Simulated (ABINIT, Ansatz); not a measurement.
# C (Diamond): zone-centre phonons

Which modes does C (Diamond) have at the zone centre?

Program: ABINIT 10.8.3. Level of theory: DFT LDA, scalar-relativistic, plane waves, PseudoDojo norm-conserving pseudopotentials. Results are calculated unless marked as measured.

Experimental background.

“Creating two-dimensional solid helium via diamond lattice confinement” (2022, pmc:9553866) quotes from earlier work for C, diamond cubic (pristine diamond, quoted literature value): lattice constant a (cubic lattice constant a) 3.567 Å [literature experimental value quoted in the paper's theory part for comparison …].

“Surface Morphology and Microstructure Evolution of Single Crystal Diamond during Different Homoepitaxial Growth Stages” (2021, pmc:8537231) reports for C, diamond cubic, by confocal Raman, 532 nm excitation (HPHT type Ib (001) substrate, 300 K): Raman mode (first-order diamond Raman peak, HPHT substrate (point V)) 1331.19 cm⁻¹ [nitrogen-containing type Ib HPHT substrate, measured on the cross-section; broader line …].

Most raw output is cut from this account.

## 1. Starting point

It takes space group Fd-3m (No. 227, cubic). Conventional cell: a = 3.538 Å, b = 3.538 Å, c = 3.538 Å, α = 90.00°, β = 90.00°, γ = 90.00°. Nearest to C lie 4 C at 1.53 Å.

## 2. Relaxing the cell and atoms

Frequencies change by per cents with a per cent of volume, so the structure is first brought to rest at this level of theory.

The starting cell comes from a relaxation made beforehand in Ansatz (LDA, PseudoDojo NC).

relax.abi

```
# relaxation
ionmov 2
optcell 2
ecutsm 0.5
dilatmx 1.08
ntime 40
tolmxf 2.0d-06
tolvrs 1.0d-14
prtwf 0
prtden 0
chksymtnons 0

# basis, mesh and filling
ecut 37.0
ngkpt 10 10 10
nshiftk 1
shiftk 0.0 0.0 0.0
istwfk *1
occopt 1
nband 4
nstep 100
diemac 9.0
prtebands 0
prtgsr 0
useylm 1

# cell and atoms
acell 4.72785889 4.72785889 4.72785889
rprim 
    0.0 0.7071067812 0.7071067812
    0.7071067812 0.0 0.7071067812
    0.7071067812 0.7071067812 0.0
ntypat 1
znucl 6
natom 2
typat 1 1
xred 
    0.0 0.0 0.0
    0.25 0.25 0.25
pp_dirpath "./pseudo"
pseudos "C.upf"
```

Run with:

```sh
> OMP_NUM_THREADS=1 mpirun -n 2 abinit relax.abi > relax.log
```

It took 8.3 s on 2 MPI ranks of Arm Neoverse V1, shared host; 16 s of CPU time.

Little changed from the start: no atom moved by 0.005 Å and no cell edge by 0.1 %.

This step gave:

```
volume per atom : 5.536 Å³
pressure        : -4.64e-4 GPa
```

## 3. Ground state

First-order wavefunctions inherit every error of the ground state, hence the very tight tolvrs. The mesh is shifted off Γ, since shifted meshes converge sums over the zone faster.

gs.abi

```
# ground state
tolvrs 1.0d-16
prtden 1
prtwf 1

# basis, mesh and filling
ecut 37.0
ngkpt 8 8 8
nshiftk 4
shiftk 
    0.5 0.5 0.5
    0.5 0.0 0.0
    0.0 0.5 0.0
    0.0 0.0 0.5
istwfk *1
occopt 1
nband 4
nstep 100
diemac 9.0
prtebands 0
prtgsr 0
useylm 1

# cell and atoms
acell 4.727668401 4.727668401 4.727668401
rprim 
    0.0 0.7071067812 0.7071067812
    0.7071067812 0.0 0.7071067812
    0.7071067812 0.7071067812 0.0
ntypat 1
znucl 6
natom 2
typat 1 1
xred 
    0.0 0.0 0.0
    0.25 0.25 0.25
pp_dirpath "./pseudo"
pseudos "C.upf"
```

Run with:

```sh
> OMP_NUM_THREADS=1 mpirun -n 2 abinit gs.abi > gs.log
```

Run time: 4.8 s. Hardware: 2 MPI ranks.

Numbers from this step:

```
pressure : -1.258 GPa
```

The cell stands at -1.3 GPa: the relaxation ran with a smoothed cutoff and on another k mesh.

## 4. The gap at rest

Empty bands on the ground state's density check that the gap assumed so far is there in this cell.

gap.abi

```
# empty bands on the ground state's density
iscf -2
getden_filepath "gso_DEN"
tolwfr 1.0d-12
nbdbuf 2
prtwf 0

# basis, mesh and filling
ecut 37.0
ngkpt 12 12 12
nshiftk 1
shiftk 0.0 0.0 0.0
istwfk *1
occopt 1
nband 8
nstep 100
diemac 9.0
prtebands 0
prtgsr 0
useylm 1

# cell and atoms
acell 4.727668401 4.727668401 4.727668401
rprim 
    0.0 0.7071067812 0.7071067812
    0.7071067812 0.0 0.7071067812
    0.7071067812 0.7071067812 0.0
ntypat 1
znucl 6
natom 2
typat 1 1
xred 
    0.0 0.0 0.0
    0.25 0.25 0.25
pp_dirpath "./pseudo"
pseudos "C.upf"
```

Run with:

```sh
> OMP_NUM_THREADS=1 mpirun -n 2 abinit gap.abi > gap.log
```

Wall time 5.2 s (2 MPI ranks); 10 s of CPU time.

This step gave:

```
gap on the k-mesh : 4.222 eV
```

In this cell the gap on the mesh is 4.2 eV, indirect (smallest direct 5.6 eV), so fixed occupations hold.

## 5. Linear response at Γ

The derivative of the wavefunctions by k comes first, since the response to a field is built on it; then the field and the displacements that symmetry doesn't supply are solved at q = 0.

It reads the wavefunctions written in step 3.

dfpt_gamma.abi

```
ndtset 2

# common to the responses
getwfk_filepath "gso_WFK"
kptopt 2
nqpt 1
qpt 0.0 0.0 0.0
asr 0
chneut 0

# d/dk
rfelfd1 2
rfdir1 1 1 1
iscf1 -3
tolwfr1 1.0d-20

# displacements, field
rfphon2 1
rfatpol2 1 2
rfdir2 1 1 1
rfelfd2 3
getddk2 1
tolvrs2 1.0d-10
prtwf2 0

# basis, mesh and filling
ecut 37.0
ngkpt 8 8 8
nshiftk 4
shiftk 
    0.5 0.5 0.5
    0.5 0.0 0.0
    0.0 0.5 0.0
    0.0 0.0 0.5
istwfk *1
occopt 1
nband 4
nstep 100
diemac 9.0
prtebands 0
prtgsr 0
useylm 1

# cell and atoms
acell 4.727668401 4.727668401 4.727668401
rprim 
    0.0 0.7071067812 0.7071067812
    0.7071067812 0.0 0.7071067812
    0.7071067812 0.7071067812 0.0
ntypat 1
znucl 6
natom 2
typat 1 1
xred 
    0.0 0.0 0.0
    0.25 0.25 0.25
pp_dirpath "./pseudo"
pseudos "C.upf"
```

Run with:

```sh
> OMP_NUM_THREADS=1 mpirun -n 2 abinit dfpt_gamma.abi > dfpt_gamma.log
```

The job ended after 5.7 min (2 MPI ranks; 10 min of CPU time).

Numbers from this step:

```
miss of the charge sum rule                                       : 6.58e-4 e
largest acoustic frequency at the zone centre before the sum rule : 0.63 cm⁻¹
highest optical zone-centre mode (no LO-TO term)                  : 1322 cm⁻¹
lowest optical zone-centre mode                                   : 1322 cm⁻¹
mean high-frequency dielectric constant                           : 5.704
```

Born charge (rows field, columns displacement), before the sum rule (e), principal values of the symmetric part by kind of site:

```csv
atom,atoms with these values,low,middle,high,mean
C1,2,0.0003,0.0003,0.0003,0.0003
```

In full for C1:

```
0.0003 0.0000 0.0000
0.0000 0.0003 0.0000
0.0000 0.0000 0.0003
```

High-frequency dielectric tensor:

```
5.70 0.00 0.00
0.00 5.70 0.00
0.00 0.00 5.70
```

The acoustic modes at Γ come out as far as 0.6 cm⁻¹ from zero, where they should vanish, a small numerical error; the Born charges miss their sum rule by 6.6e-4 e, which is good.

## 6. Modes with the sum rule

anaddb reads the merged derivatives and imposes the acoustic sum rule.

anaddb.abi

```
ddb_filepath "gamma_DDB"
output_file "anaddb.abo"
outdata_prefix "anaddb"
asr 1
chneut 1
enunit 2
eivec 1
nph1l 1
qph1l 0.0 0.0 0.0 1.0
dieflag 1
nph2l 3
qph2l 
    1.0 0.0 0.0 0.0
    0.0 0.0 1.0 0.0
    1.0 1.0 1.0 0.0
```

mrgddb.in

```
gamma_DDB
merged
2
dfpt_gammao_DS2_DDB
gso_DDB
```

Run with:

```sh
> mrgddb < mrgddb.in > mrgddb.log
> OMP_NUM_THREADS=1 anaddb anaddb.abi > anaddb.log
```

The job ended after 0.54 s (1 thread).

No LO-TO term; unit eigenvectors of the mass-weighted matrix, from anaddb's displacements. Modes at Γ:

```csv
mode,frequency (cm⁻¹),symmetry
1,0.0,acoustic
2,0.0,acoustic
3,0.0,acoustic
4,1321.8,T2g
5,1321.8,T2g
6,1321.8,T2g
```

Displacements in mode 6 (1321.8 cm⁻¹), the largest set to 1:
```
C1   1.00  0.00  0.00
C2  -1.00  0.00  0.00
```

The rule moves no optical mode by more than 0.1 cm⁻¹.

## 7. Sum rules set otherwise (asr 0)

Without the rule the raw error of the acoustic modes shows.

anaddb.abi, as its differences from that of step 6:

```diff
@@ -3,4 +3,4 @@
 outdata_prefix "anaddb"
-asr 1
-chneut 1
+asr 0
+chneut 0
 enunit 2
```

mrgddb.in is that of step 6.

Wall time 0.53 s (1 thread).

Zone-centre frequencies as printed; negative means imaginary. Modes:

```csv
mode,frequency (cm⁻¹)
1,0.63
2,0.63
3,0.63
4,1322
5,1322
6,1322
```

## 8. The same in Ansatz

The same cell, potentials and cutoff go through another code, on another k mesh. Its k mesh is centred on Γ.

This step: DFT LDA, scalar-relativistic, plane waves, PseudoDojo norm-conserving pseudopotentials (Ansatz 0.2.0).

input.yaml

```yaml
crystal:
  lattice:
    - [0.0, 1.769021628, 1.769021628]
    - [1.769021628, 0.0, 1.769021628]
    - [1.769021628, 1.769021628, 0.0]
  atoms:
    - { symbol: C, position: [0.0, 0.0, 0.0] }
    - { symbol: C, position: [0.25, 0.25, 0.25] }
kpoints:
  mp_grid: { grid: [12, 12, 12] }
hamiltonian:
  xc: lda
  pseudopotentials: { kind: nc, accuracy: standard }
scf:
  occupations: { method: fixed }
output:
  eigenvalues: true
basis:
  ecutwfc: 1006.821
phonons:
  method: dfpt
  dielectric: true
  rigid_motions: translations
```

Run with:

```sh
> ansatz run input.yaml --threads 2 --pin off --max-ram 4096MiB --backend cpu --events-out ev --progress --plain --runs-dir out
```

Run time: 28 s. Hardware: 2 threads; peak memory 0.54 GiB; 39 s of CPU time.

Numbers from this step:

```yaml
sum_rule_residual_before_enforcement: 5.30e-4 eV/Å²
miss_of_the_charge_sum_rule: 2.56e-4 e
estimated_error_of_the_dielectric_tensor: 0.01465
estimated_error_of_the_born_charges: 0.004192 e
mean_high_frequency_dielectric_constant: 5.705
```

## 9. Side by side: ABINIT PseudoDojo and Ansatz, PseudoDojo

Worked out from the results:

```
root-mean-square difference : 0.03 cm⁻¹
largest difference          : 0.03 cm⁻¹
```

Frequencies side by side, by row:

```csv
q (reciprocal lattice),mode,ABINIT PseudoDojo (cm⁻¹),"Ansatz, PseudoDojo (cm⁻¹)"
0 0 0,1,0,0
0 0 0,2,0,0
0 0 0,3,0,0
0 0 0,4,1322,1322
0 0 0,5,1322,1322
0 0 0,6,1322,1322
```

The two runs side by side. Further quantities:

```csv
quantity,ABINIT PseudoDojo,"Ansatz, PseudoDojo"
mean ε∞,5.704,5.705
"largest Born charge in size (e; the first before, the second after the charge sum rule)",0,0
summed IR intensity ((D/Å)²/amu),0,0
```

At the zone centre the largest difference (acoustic modes at Γ apart) is 0.002 % of the highest mode.

## 10. Outcome

```
space group after relaxation                                           : Fd-3m
volume per atom                                                        : 5.54 Å³
highest optical zone-centre mode (no LO-TO term)                       : 1322 cm⁻¹
mean high-frequency dielectric constant                                : 5.70
imaginary optical modes at the zone centre (no q mesh in this session) : none
largest difference from Ansatz, PseudoDojo                             : 0.03 cm⁻¹
```

At the LDA level the optical modes of C (Diamond) at the zone centre lie at 1322 cm⁻¹. The base run prints -1.3 GPa, mostly the error of a finite basis; the relaxation, with a smoothed cutoff, had brought the cell to rest. ABINIT PseudoDojo and Ansatz, PseudoDojo agree to 0.03 cm⁻¹ (0.002 % of the highest mode compared) on all solved modes but the acoustic ones at Γ. These are harmonic frequencies at zero temperature: anharmonic shifts and linewidths and thermal expansion are left out. Ansatz warns that the cutoff lies 10 % under the one recommended for these files; agreement at one cutoff is not convergence.

Calculation against experiment:

```
                                      quantity  measured  LDA PseudoDojo norm-conserving, ABINIT  LDA PseudoDojo norm-conserving
                        lattice constant a (Å)     3.567                          3.538 (-0.8 %)                               -
Raman mode, first-order diamond Raman … (cm⁻¹)   1331.19                           1322 (-0.7 %)                   1322 (-0.7 %)
```

Measured values from pmc:9553866 (2022) and pmc:8537231 (2021).

**Verdict.** The lattice constant a is off by -0.8 %: fair agreement. The Raman mode is off by -0.7 % at LDA PseudoDojo norm-conserving, ABINIT: good agreement. The grades are ours: good and fair within 0.7 and 1.5 % for the lattice constant a and 3 and 7 % for the Raman mode. 1 further measured lines are left out: they lack a usable label, or no computed mode of their label or degeneracy could be paired (by label, or within 15 % without labels). For lattice constants and Raman mode the calculation has a static lattice, without zero-point motion or thermal expansion (measured at up to 300 K).

[Host names and launcher messages were left out of these logs when they were recorded.]

[Logs are printed without paths, hosts, clocks, repeated set-up lines and the standing remarks that a program may print on its own settings, such as how far it seeks lower states.]

[Hosts, paths, dates, database ids (printed as entryN), source tags and the programs' standing remarks are cut or masked in the printed files.]
